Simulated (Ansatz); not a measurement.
# BiN (model cell, started as zinc blende): from the cell to its phonons

Aim: the phonons of BiN (model cell, started as zinc blende) at a cell relaxed beforehand at this level. After the zone centre comes a 4×4×4 q mesh on a 16×16×16 k mesh.

Program: Ansatz 0.2.0. Level of theory: DFT PBEsol, scalar-relativistic, plane waves, PAW. Results are calculated unless marked as measured.

The structure was built from a prototype and need not be the compound's stable phase.

## (1) The starting structure

The structure is cubic, space group F-43m (No. 216). The conventional cell has a = 5.480 Å, b = 5.480 Å, c = 5.480 Å, α = 90.00°, β = 90.00°, γ = 90.00°. Nearest to Bi lie 4 N at 2.37 Å. N has 4 Bi at 2.37 Å nearest. Farther neighbours and most contacts between anions are not listed.

## (2) Linear response at the zone centre

The cell comes from relaxations at this level that are not shown. The zone centre comes first: it holds the modes that light can see, as far as symmetry allows. No field response is asked, since the mesh shows no gap.

File input.yaml:

```yaml
crystal:
  lattice:
    - [0.0, 2.7401716009, 2.7401716009]
    - [2.7401716009, 0.0, 2.7401716009]
    - [2.7401716009, 2.7401716009, 0.0]
  atoms:
    - { symbol: Bi, position: [0.0, 0.0, 0.0] }
    - { symbol: "N", position: [0.25, 0.25, 0.25] }
kpoints:
  mp_grid: { grid: [16, 16, 16] }
hamiltonian:
  xc: pbesol
scf:
  occupations: { method: methfessel_paxton, width: 0.2 }
output:
  eigenvalues: true
phonons:
  method: dfpt
```

Run with:

```sh
$ ansatz run input.yaml --threads 4 --pin off --max-ram 7168MiB --backend cpu --events-out ev --progress --plain --runs-dir out
```

Numbers of over 12 decimals in the logs are rounded to 6 here.

The log of the run:

```text
zone centre: on kpoints.mp_grid the ground state, and the responses unless they are solved on pairs of k-points, stand on 349 of the mesh's 4096 k-points, reduced under 8 symmetry operations, with k and −k counted as one. Each operation leaves every solved displacement unchanged or reverses it
Engine: ansatz 0.2.0, aarch64-unknown-linux-gnu
Pseudopotentials: kind: paw
Pseudopotential: Bi, paw, valence charge 15, recommended cutoff 420 eV (normal), Bi.paw.azcp
Pseudopotential: N, paw, valence charge 5, recommended cutoff 420 eV (normal), N.paw.azcp
Functional definition: PBEsol
  exchange = pbesol_x
  correlation = pbesol_c
Crystal: 2 atoms, lattice volume = 41.149 Å³
Basis set: ecut = 420 eV, 821 PW (Γ), exchange–correlation on 54×54×54 points (8 copies of the dense FFT grid, shifted against one another)
Bands: 14, of which v1, the nominal top of the filled ones, is band 10 counted from 1 (9 counted from 0)
Symmetry: 24 space group operations
k-points: 349 of 4096 (irreducible under 8 space group operations, time reversal used)
Non-local potential: Bi, projectors of the file, l = 0: 2, l = 1: 2, l = 2: 2, l = 3: 2
Non-local potential: N, projectors of the file, l = 0: 2, l = 1: 2, l = 2: 1
PAW form: soft (Blöchl's): semilocal exchange-correlation on the pseudo side does not see the compensation charge
PAW frozen core: Bi, regenerated for the run's functional, and the local potential with it (the file was generated under x = pbe(κ = 0.804, μ = 0.219515), c = pbe(β = 0.066725))
PAW frozen core: N, regenerated for the run's functional, and the local potential with it (the file was generated under x = pbe(κ = 0.804, μ = 0.219515), c = pbe(β = 0.066725))
PAW one-centre angular grid: Bi, 590 points (default); XC on 64 Gauss nodes
PAW one-centre angular grid: N, 110 points (default); XC on 64 Gauss nodes
Initial density: superposition of atomic densities (neutral atoms: chi_scale 0, normalization atom), corrected by the library's trained network
Initial wavefunctions: pseudopotential atomic-orbital guess
Functional: x = pbesol(κ = 0.804, μ = 0.123457), c = pbesol(β = 0.046)
SCF iter   1: F=—  HF=-12618.913859 eV  |F-HF|=—  |Δ(HF+E_count)|=         —  Δρ=1.81e-2  dr2=1.86e-1  ethr=1.77e-3  ⟨swp⟩=5.0  Hψ=22939  notcnv=0
preconditioner: auto → LDOS  [metal: Δε(μ)=0.054 eV  Ē_g=19.056 eV  σ=0.200 eV  W_gap=0.22  n_scr=14 (ndim 8)  ℏωp=25.9 eV  f_vac=0.018  D(μ)=0.93/eV (n_scr^D=8)  β→1.0]
SCF iter   2: F=—  HF=-12618.883968 eV  |F-HF|=—  |Δ(HF+E_count)|=   2.99e-2  S|Δr|=    0.00e0  Δρ=6.33e-3  dr2=1.54e-2  ethr=9.28e-4  ⟨swp⟩=2.0  Hψ=8720  notcnv=0
preconditioner: auto → Kerker (q_TF=auto, 2.419 Å⁻¹)  [metal: Δε(μ)=0.001 eV  Ē_g=19.061 eV  σ=0.200 eV  W_gap=0.00  n_scr=14 (ndim 8)  ℏωp=25.9 eV  f_vac=0.012  D(μ)=0.79/eV (n_scr^D=0)  β→0.5]
SCF iter   3: F=—  HF=-12618.881179 eV  |F-HF|=—  |Δ(HF+E_count)|=   2.79e-3  S|Δr|=    0.00e0  Δρ=9.11e-4  dr2=1.59e-4  ethr=7.70e-5  ⟨swp⟩=2.1  Hψ=5861  notcnv=0
SCF iter   4: F=—  HF=-12618.881254 eV  |F-HF|=—  |Δ(HF+E_count)|=   7.49e-5  S|Δr|=    0.00e0  Δρ=2.51e-4  dr2=4.22e-5  ethr=7.93e-7  ⟨swp⟩=2.0  Hψ=6450  notcnv=0
SCF iter   5: F=—  HF=-12618.881259 eV  |F-HF|=—  |Δ(HF+E_count)|=   4.89e-6  S|Δr|=    0.00e0  Δρ=7.87e-5  dr2=4.48e-6  ethr=2.11e-7  ⟨swp⟩=2.0  Hψ=6231  notcnv=0
SCF iter   6: F=—  HF=-12618.881269 eV  |F-HF|=—  |Δ(HF+E_count)|=   9.44e-6  S|Δr|=    0.00e0  Δρ=2.71e-5  dr2=4.99e-7  ethr=2.24e-8  ⟨swp⟩=2.1  Hψ=6125  notcnv=0
SCF iter   7: F=—  HF=-12618.881265 eV  |F-HF|=—  |Δ(HF+E_count)|=   3.99e-6  S|Δr|=    0.00e0  Δρ=3.34e-6  dr2=2.61e-9  ethr=2.50e-9  ⟨swp⟩=2.8  Hψ=8587  notcnv=0
SCF iter   8: F=—  HF=-12618.881265 eV  |F-HF|=—  |Δ(HF+E_count)|=   1.64e-9  S|Δr|=    0.00e0  Δρ=1.18e-6  dr2=6.35e-10  ethr=1.30e-11  ⟨swp⟩=2.1  Hψ=6890  notcnv=0
SCF iter   9: F=-12618.881265 eV  HF=-12618.881265 eV  |F-HF|=1.27e-11  |Δ(HF+E_count)|=  9.64e-11  S|Δr|=    0.00e0  Δρ=1.14e-7  dr2=5.77e-12  ethr=1.00e-12  ⟨swp⟩=5.0  Hψ=26539  notcnv=0
SCF 1 converged in 9 iterations: F = -12618.881265 eV  dr2 = 5.77e-12
  greatest PAW one-centre occupation: 0.989 electrons in one spin orbital (limit 2), on the Bi atom at site 0 (counted from 0), in its partial waves of l = 2
DFPT response loops at Γ: preconditioner auto → Kerker (q_TF=auto, 2.419 Å⁻¹) (partly filled bands, converged f_vac=0.011); β = 1.00, the filter's whole step (`scf.mixing.beta` (0.50) is not read by the response loops under this deck's `scf.mixing.preconditioner`; to damp them name `kerker` or `kerker_dos`, under which they read `scf.mixing.beta`, and type it under 1.00, their step now; both keys bind the ground state too); Broyden in place of MSR1
SCF converged after 9 iterations
Stability not checked: this state was not tested for a lower state beside it, because cold or Methfessel-Paxton smearing, or corrected tetrahedra, fill the levels in a way that the test cannot read (fill_not_monotonic; see scf.lower_state_search)
Free energy (F): -12618.881265 eV
Harris-Foulkes:  -12618.881265 eV  (|F-HF|=1.27e-11)
Internal energy: -12618.880265 eV  (E = F + TS)
E sigma→0 (E₀):  -12618.881015 eV
Entropy (-TS):   -0.000999 eV (-0.500 meV/atom)
Fermi energy:    9.981247 eV
--- Per-component energies (eV) ---
  E_band       = -95.856585
  E_kinetic    = 427.609639
  E_local      = -1697.342854  (includes V_loc(G=0)·N_el)
  E_nonlocal   = 611.029055
  E_hartree    = 543.852201
  E_xc         = -209.300983
  E_vxc        = -219.320100  (∫ρ·V_xc dr)
  E_paw        = -10630.967595  (= ΣΔE_a)
  E_vpaw       = -305.536327  (= ΣTr[D̂ρ^β])
  E_aug_tail   = -0.000384  (compensation charges beyond the density's cutoff)
  E_ewald      = -1663.877196
  E_core_change = 0.117851  (= ΣΔE_core)
  E_smearing   = -0.000999  (= −TS)
  E_closure    = 0.000000  (closes the sum)
  Σ components = -12618.881265   (vs F -12618.881265, Δ=0.00e0)
--- Band table (eV; the first three rows and the last of 349) ---
  k-point 0: bands = [... 6 lower, 2.9452, 7.8293, 7.8293, 7.8293, 13.0047, 13.0047, 13.0047, 16.2383]
  k-point 1: bands = [... 6 lower, 2.8401, 7.7891, 7.7891, 7.8242, 12.7679, 13.0553, 13.0553, 16.6457]
  k-point 2: bands = [... 6 lower, 2.5381, 7.6794, 7.6794, 7.7854, 12.3700, 13.1891, 13.1891, 17.4576]
  k-point 348: bands = [... 6 lower, -0.8705, 5.0451, 5.2476, 10.3284, 11.9228, 12.3407, 15.3723, 16.8137]
--- Phonons (Γ-DFPT): 2 representative perturbations + reference, on 349 of 4096 k-points (Σ response iterations 6) ---
  k mesh reduced under 8 symmetry operations, with k and −k counted as one. Each operation leaves every solved displacement unchanged or reverses it
  ASR residual: 6.498e-5 → 0.000e0 eV/Å²; symmetrization residual: 2.987e-7 eV/Å²
  ASR residual per site (eV/Å²): 8.47e-6 6.50e-5
  Γ frequencies (cm⁻¹): 0.00 0.00 0.00 309.70 309.70 309.70
  non-analytic LO–TO correction: not included (Born effective charges unavailable; polar crystals: no LO–TO splitting at Γ)
```

Elapsed: 19 s, on 4 threads of Arm Neoverse V1, shared host; peak memory 0.87 GiB.

In the SCF lines HF is the Harris–Foulkes energy and dr2 the Hartree energy of the density residual, in eV; the loop may stop once dr2 is under the threshold and the program's other checks hold. Hψ counts applications of the Hamiltonian.

Numbers from this step:

```yaml
volume_per_atom: 20.57 Å³
gap_on_the_k_mesh: 0 eV
sum_rule_residual_before_enforcement: 6.50e-5 eV/Å²
point_group: -43m
highest_optical_mode_at_the_zone_centre_no_lo_to_term: 309.7 cm⁻¹
lowest_optical_zone_centre_mode: 309.7 cm⁻¹
```

Patterns of degenerate modes are one choice out of their space. Modes at Γ, with each element's share of the kinetic energy:

| mode | frequency (cm⁻¹) | symmetry | Bi % | N % |
| --- | --- | --- | --- | --- |
| 1 | 0.0 | acoustic | 94 | 6 |
| 2 | 0.0 | acoustic | 94 | 6 |
| 3 | 0.0 | acoustic | 94 | 6 |
| 4 | 309.7 | T2 | 6 | 94 |
| 5 | 309.7 | T2 | 6 | 94 |
| 6 | 309.7 | T2 | 6 | 94 |

Displacements in mode 4 (309.7 cm⁻¹), the largest set to 1:
```
Bi1  0.00 -0.07  0.00
N2   0.00  1.00  0.00
```

Before it was imposed, the acoustic sum rule was missed by 6.5e-5 eV/Å². Small misses are needed for a sound result but don't prove that mesh and cutoff are converged. The lowest optical mode is real, 310 cm⁻¹.

[end of part 1 of 2]

[Logs are printed without paths, hosts, clocks, repeated set-up lines and the standing remarks that a program may print on its own settings, such as how far it seeks lower states.]

[Hosts, paths, dates, database ids (printed as entryN), source tags and the programs' standing remarks are cut or masked in the printed files.]
